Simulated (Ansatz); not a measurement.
# Sr in place of Ca at several sites of glassy CaAl2Si2O8 (117 atoms), part 2 of 5

At which site of glassy CaAl2Si2O8 (117 atoms) does Sr in place of Ca cost least, and what about the site decides it?

Ansatz 0.2.0; Kohn-Sham DFT, PBE, PAW (set soft_2), plane waves.

The cell: 18 Al, 9 Ca, 72 O and 18 Si. The quench rate of 20 K/ps is many orders above laboratory rates. The starting topology of bonds comes from the classical model. Only the Γ point is sampled, in a cell whose shortest periodic width is 12 Å.

So far. Step 2 (Single point at the start): The r.m.s. force at the start is 1.2 eV/Å.

## 3. Relaxation

The atoms are relaxed in the fixed cell, aiming at the force tolerance of the input.

input.yaml reads:

```yaml
crystal:
  lattice:
    - [11.5363, 0.0, 0.0]
    - [0.0, 11.5363, 0.0]
    - [0.0, 0.0, 11.5363]
  atoms:
    [... the 117 atom lines of step 2 ...]
kpoints:
  mp_grid: { grid: [1, 1, 1] }
hamiltonian:
  xc: pbe
scf:
  occupations: { method: fixed }
output:
  forces: true
relax:
  f_tol: 0.05
  max_steps: 120
```

Run with:

```console
$ ansatz run input.yaml --threads 4 --pin off --max-ram 8192MiB --backend cpu --events-out ev --progress --plain --runs-dir out
```

Numbers of over 12 decimals in the logs are rounded to 6 here.

Log:

```text
[...]
Crystal: 117 atoms, lattice volume = 1535.323 Å³
Basis set: ecut = 420 eV, 30047 PW (Γ), exchange–correlation on 160×160×160 points (8 copies of the dense FFT grid, shifted against one another)
Bands: 441, of which v1, the nominal top of the filled ones, is band 324 counted from 1 (323 counted from 0)
Symmetry: 1 space group operations
[...]
k-points: 1
[...]
SCF iter   1: F=—  HF=-78472.453052 eV  |F-HF|=—  |Δ(HF+E_count)|=         —  Δρ=2.33e-3  dr2=1.31e-1  ethr=1.77e-3  ⟨swp⟩=8.0  Hψ=1503  notcnv=0  defer=115
[...]
SCF iter   6: F=-78472.456829 eV  HF=-78472.456834 eV  |F-HF|=4.56e-6  |Δ(HF+E_count)|=   1.64e-5  Δρ=3.88e-5  dr2=2.18e-5  ethr=9.65e-9  ⟨swp⟩=2.0  Hψ=1345  notcnv=0
SCF 1 converged in 6 iterations: F = -78472.456829 eV  dr2 = 2.18e-5
[...]
relax step   1: F+E_penalty+E_count = -78472.45682949 eV  Δ(F+E_penalty+E_count) = +0.000e0 eV  max|allowed force component| = 4.542e0 eV/Å  Δτ_max = 0.0000 Å  (6 SCF iters, dr2 threshold 6.25e-5 eV, accepted)
[... from here on, the SCF cycles and remarks between the steps are left out ...]
relax step   2: F+E_penalty+E_count = -78477.26441167 eV  Δ(F+E_penalty+E_count) = -4.808e0 eV  max|allowed force component| = 2.597e0 eV/Å  Δτ_max = 0.1976 Å  (7 SCF iters, dr2 threshold 1.00e-4 eV, accepted)
relax step   3: F+E_penalty+E_count = -78479.98620185 eV  Δ(F+E_penalty+E_count) = -2.722e0 eV  max|allowed force component| = 7.634e-1 eV/Å  Δτ_max = 0.1392 Å  (7 SCF iters, dr2 threshold 1.00e-4 eV, accepted)
relax step   4: F+E_penalty+E_count = -78480.57320175 eV  Δ(F+E_penalty+E_count) = -5.870e-1 eV  max|allowed force component| = 4.590e-1 eV/Å  Δτ_max = 0.2000 Å  (7 SCF iters, dr2 threshold 5.03e-5 eV, accepted)
relax step   5: F+E_penalty+E_count = -78480.74959482 eV  Δ(F+E_penalty+E_count) = -1.764e-1 eV  max|allowed force component| = 2.384e-1 eV/Å  Δτ_max = 0.1259 Å  (7 SCF iters, dr2 threshold 1.82e-5 eV, accepted)
relax step   6: F+E_penalty+E_count = -78480.75612980 eV  Δ(F+E_penalty+E_count) = -6.535e-3 eV  max|allowed force component| = 3.477e-1 eV/Å  Δτ_max = 0.2000 Å  (7 SCF iters, dr2 threshold 1.53e-5 eV, accepted)
relax step   7: F+E_penalty+E_count = -78480.85389287 eV  Δ(F+E_penalty+E_count) = -9.776e-2 eV  max|allowed force component| = 9.227e-2 eV/Å  Δτ_max = 0.0944 Å  (7 SCF iters, dr2 threshold 3.26e-5 eV, accepted)
relax step   8: F+E_penalty+E_count = -78480.85705975 eV  Δ(F+E_penalty+E_count) = -3.167e-3 eV  max|allowed force component| = 1.526e-1 eV/Å  Δτ_max = 0.0317 Å  (9 SCF iters, accepted)
relax step   9: F+E_penalty+E_count = -78480.86634782 eV  Δ(F+E_penalty+E_count) = -9.288e-3 eV  max|allowed force component| = 8.521e-2 eV/Å  Δτ_max = 0.0180 Å  (8 SCF iters, accepted)
relax step  10: F+E_penalty+E_count = -78480.85602157 eV  Δ(F+E_penalty+E_count) = +1.033e-2 eV  max|allowed force component| = 8.840e-2 eV/Å  Δτ_max = 0.1234 Å  (9 SCF iters, rejected (line search))
relax step  11: F+E_penalty+E_count = -78480.87526292 eV  Δ(F+E_penalty+E_count) = -8.915e-3 eV  max|allowed force component| = 6.136e-2 eV/Å  Δτ_max = 0.0508 Å  (9 SCF iters, accepted)
relax step  12: F+E_penalty+E_count = -78480.88269776 eV  Δ(F+E_penalty+E_count) = -7.435e-3 eV  max|allowed force component| = 7.094e-2 eV/Å  Δτ_max = 0.1000 Å  (9 SCF iters, accepted)
relax step  13: F+E_penalty+E_count = -78480.89173868 eV  Δ(F+E_penalty+E_count) = -9.041e-3 eV  max|allowed force component| = 9.727e-2 eV/Å  Δτ_max = 0.0998 Å  (7 SCF iters, dr2 threshold 2.61e-6 eV, accepted)
relax step  14: F+E_penalty+E_count = -78480.90865491 eV  Δ(F+E_penalty+E_count) = -1.692e-2 eV  max|allowed force component| = 1.982e-1 eV/Å  Δτ_max = 0.1944 Å  (7 SCF iters, dr2 threshold 9.46e-6 eV, accepted)
relax step  15: F+E_penalty+E_count = -78480.93115595 eV  Δ(F+E_penalty+E_count) = -2.250e-2 eV  max|allowed force component| = 2.871e-1 eV/Å  Δτ_max = 0.1501 Å  (6 SCF iters, dr2 threshold 3.93e-5 eV, accepted)
relax step  16: F+E_penalty+E_count = -78480.97009452 eV  Δ(F+E_penalty+E_count) = -3.894e-2 eV  max|allowed force component| = 2.482e-1 eV/Å  Δτ_max = 0.0878 Å  (5 SCF iters, dr2 threshold 8.24e-5 eV, accepted)
relax step  17: F+E_penalty+E_count = -78481.01978054 eV  Δ(F+E_penalty+E_count) = -4.969e-2 eV  max|allowed force component| = 1.558e-1 eV/Å  Δτ_max = 0.2000 Å  (7 SCF iters, dr2 threshold 4.61e-5 eV, accepted)
relax step  18: F+E_penalty+E_count = -78481.01386423 eV  Δ(F+E_penalty+E_count) = +5.916e-3 eV  max|allowed force component| = 4.203e-1 eV/Å  Δτ_max = 0.0824 Å  (7 SCF iters, dr2 threshold 9.56e-6 eV, rejected (line search))
relax step  19: F+E_penalty+E_count = -78481.03778700 eV  Δ(F+E_penalty+E_count) = -1.801e-2 eV  max|allowed force component| = 9.050e-2 eV/Å  Δτ_max = 0.0412 Å  (9 SCF iters, accepted)
relax step  20: F+E_penalty+E_count = -78481.05495609 eV  Δ(F+E_penalty+E_count) = -1.717e-2 eV  max|allowed force component| = 7.077e-2 eV/Å  Δτ_max = 0.1000 Å  (7 SCF iters, dr2 threshold 2.76e-6 eV, accepted)
relax step  21: F+E_penalty+E_count = -78481.06565481 eV  Δ(F+E_penalty+E_count) = -1.070e-2 eV  max|allowed force component| = 1.095e-1 eV/Å  Δτ_max = 0.1463 Å  (9 SCF iters, accepted)
relax step  22: F+E_penalty+E_count = -78481.07607848 eV  Δ(F+E_penalty+E_count) = -1.042e-2 eV  max|allowed force component| = 1.922e-1 eV/Å  Δτ_max = 0.1947 Å  (7 SCF iters, dr2 threshold 7.33e-6 eV, accepted)
relax step  23: F+E_penalty+E_count = -78481.08752870 eV  Δ(F+E_penalty+E_count) = -1.145e-2 eV  max|allowed force component| = 1.230e-1 eV/Å  Δτ_max = 0.0263 Å  (5 SCF iters, dr2 threshold 3.69e-5 eV, accepted)
relax step  24: F+E_penalty+E_count = -78481.09788172 eV  Δ(F+E_penalty+E_count) = -1.035e-2 eV  max|allowed force component| = 1.178e-1 eV/Å  Δτ_max = 0.2000 Å  (7 SCF iters, dr2 threshold 6.19e-6 eV, accepted)
relax step  25: F+E_penalty+E_count = -78481.10762583 eV  Δ(F+E_penalty+E_count) = -9.744e-3 eV  max|allowed force component| = 1.744e-1 eV/Å  Δτ_max = 0.0743 Å  (7 SCF iters, dr2 threshold 5.68e-6 eV, accepted)
relax step  26: F+E_penalty+E_count = -78481.12767562 eV  Δ(F+E_penalty+E_count) = -2.005e-2 eV  max|allowed force component| = 1.444e-1 eV/Å  Δτ_max = 0.1915 Å  (7 SCF iters, dr2 threshold 2.79e-5 eV, accepted)
relax step  27: F+E_penalty+E_count = -78481.14212563 eV  Δ(F+E_penalty+E_count) = -1.445e-2 eV  max|allowed force component| = 2.208e-1 eV/Å  Δτ_max = 0.1920 Å  (7 SCF iters, dr2 threshold 1.43e-5 eV, accepted)
relax step  28: F+E_penalty+E_count = -78481.15919198 eV  Δ(F+E_penalty+E_count) = -1.707e-2 eV  max|allowed force component| = 1.050e-1 eV/Å  Δτ_max = 0.0494 Å  (5 SCF iters, dr2 threshold 3.34e-5 eV, accepted)
relax step  29: F+E_penalty+E_count = -78481.15199377 eV  Δ(F+E_penalty+E_count) = +7.198e-3 eV  max|allowed force component| = 2.689e-1 eV/Å  Δτ_max = 0.2000 Å  (10 SCF iters, rejected (line search))
relax step  30: F+E_penalty+E_count = -78481.18634073 eV  Δ(F+E_penalty+E_count) = -2.715e-2 eV  max|allowed force component| = 7.786e-2 eV/Å  Δτ_max = 0.0976 Å  (9 SCF iters, accepted)
relax step  31: F+E_penalty+E_count = -78481.20032919 eV  Δ(F+E_penalty+E_count) = -1.399e-2 eV  max|allowed force component| = 4.124e-2 eV/Å  Δτ_max = 0.1000 Å  (9 SCF iters, accepted)
relax step  32: F+E_penalty+E_count = -78481.20333628 eV  Δ(F+E_penalty+E_count) = -3.007e-3 eV  max|allowed force component| = 8.243e-2 eV/Å  Δτ_max = 0.1018 Å  (9 SCF iters, accepted)
relax step  33: F+E_penalty+E_count = -78481.20516493 eV  Δ(F+E_penalty+E_count) = -1.829e-3 eV  max|allowed force component| = 1.218e-1 eV/Å  Δτ_max = 0.0445 Å  (8 SCF iters, accepted)
relax step  34: F+E_penalty+E_count = -78481.21849968 eV  Δ(F+E_penalty+E_count) = -1.333e-2 eV  max|allowed force component| = 7.204e-2 eV/Å  Δτ_max = 0.2000 Å  (7 SCF iters, dr2 threshold 1.48e-5 eV, accepted)
relax step  35: F+E_penalty+E_count = -78481.22276464 eV  Δ(F+E_penalty+E_count) = -4.265e-3 eV  max|allowed force component| = 1.278e-1 eV/Å  Δτ_max = 0.1908 Å  (9 SCF iters, accepted)
relax step  36: F+E_penalty+E_count = -78481.22944792 eV  Δ(F+E_penalty+E_count) = -6.683e-3 eV  max|allowed force component| = 9.129e-2 eV/Å  Δτ_max = 0.0238 Å  (5 SCF iters, dr2 threshold 5.71e-6 eV, accepted)
relax step  37: F+E_penalty+E_count = -78481.24774616 eV  Δ(F+E_penalty+E_count) = -1.830e-2 eV  max|allowed force component| = 8.334e-2 eV/Å  Δτ_max = 0.2000 Å  (7 SCF iters, dr2 threshold 4.25e-6 eV, accepted)
relax step  38: F+E_penalty+E_count = -78481.25323301 eV  Δ(F+E_penalty+E_count) = -5.487e-3 eV  max|allowed force component| = 8.745e-2 eV/Å  Δτ_max = 0.0636 Å  (7 SCF iters, dr2 threshold 3.54e-6 eV, accepted)
relax step  39: F+E_penalty+E_count = -78481.25404558 eV  Δ(F+E_penalty+E_count) = -8.126e-4 eV  max|allowed force component| = 1.381e-1 eV/Å  Δτ_max = 0.2000 Å  (7 SCF iters, dr2 threshold 6.37e-6 eV, accepted)
relax step  40: F+E_penalty+E_count = -78481.26414247 eV  Δ(F+E_penalty+E_count) = -1.010e-2 eV  max|allowed force component| = 1.553e-1 eV/Å  Δτ_max = 0.0630 Å  (5 SCF iters, dr2 threshold 1.91e-5 eV, accepted)
relax step  41: F+E_penalty+E_count = -78481.26943742 eV  Δ(F+E_penalty+E_count) = -5.295e-3 eV  max|allowed force component| = 1.417e-1 eV/Å  Δτ_max = 0.0789 Å  (6 SCF iters, dr2 threshold 2.41e-5 eV, accepted)
relax step  42: F+E_penalty+E_count = -78481.25920862 eV  Δ(F+E_penalty+E_count) = +1.023e-2 eV  max|allowed force component| = 1.636e-1 eV/Å  Δτ_max = 0.1498 Å  (7 SCF iters, dr2 threshold 1.67e-5 eV, rejected (line search))
relax step  43: F+E_penalty+E_count = -78481.27414115 eV  Δ(F+E_penalty+E_count) = -4.704e-3 eV  max|allowed force component| = 4.202e-2 eV/Å  Δτ_max = 0.0295 Å  (9 SCF iters, accepted)
SCF converged after 9 iterations
Free energy (F): -78481.274141 eV
[...]
Internal energy: -78481.274141 eV  (E = F + TS)
E sigma→0 (E₀):  -78481.274141 eV
Fermi energy:    4.198702 eV
[...]
Σ components = -78481.274141   (vs F -78481.274141, Δ=0.00e0)
--- Forces (eV/Å), atoms counted from 1 ---
  atom   1  Al     0.00692984    -0.01952009    -0.01394365
  atom   2  Al     0.00325158    -0.00399565     0.00169055
  atom   3  Al     0.00357317    -0.01019997     0.00253650
  atom   4  Al     0.01451574    -0.00520291     0.02645853
[...]
atom 117  Si    -0.00279577    -0.00651201     0.00245039
  max |Σ_I F_I| component: 4.03e-5 eV/Å
--- Relaxed structure (43 steps of the walk, 39 accepted, 0 SCFs on fresh bases) ---
  F+E_penalty+E_count = -78481.27414115 eV   max|allowed force component| = 4.202e-2 eV/Å
  atoms:
    - { symbol: Al, position: [0.340670, -0.013324, 0.950392] }
    - { symbol: Al, position: [0.836226, 0.968122, 0.066947] }
    - { symbol: Al, position: [0.610611, 0.852184, 0.410264] }
    - { symbol: Al, position: [0.312903, 0.230540, 0.302438] }
[...]
- { symbol: Si, position: [0.957728, 0.310778, 0.645230] }
```

Wall time 3.2 min (4 threads of AMD EPYC 9R45 (Zen 5), shared host); peak memory 2 GiB; 12 min of CPU time.

The relaxation converged after 43 steps, 8.82 eV below its start, with a largest force component of 0.042 eV/Å.

(Part 2 of 5 ends here.)

[Logs are printed without paths, hosts, clocks, repeated set-up lines and the standing remarks that a program may print on its own settings, such as how far it seeks lower states.]

[Hosts, paths, dates, database ids (printed as entryN), source tags and the programs' standing remarks are cut or masked in the printed files.]
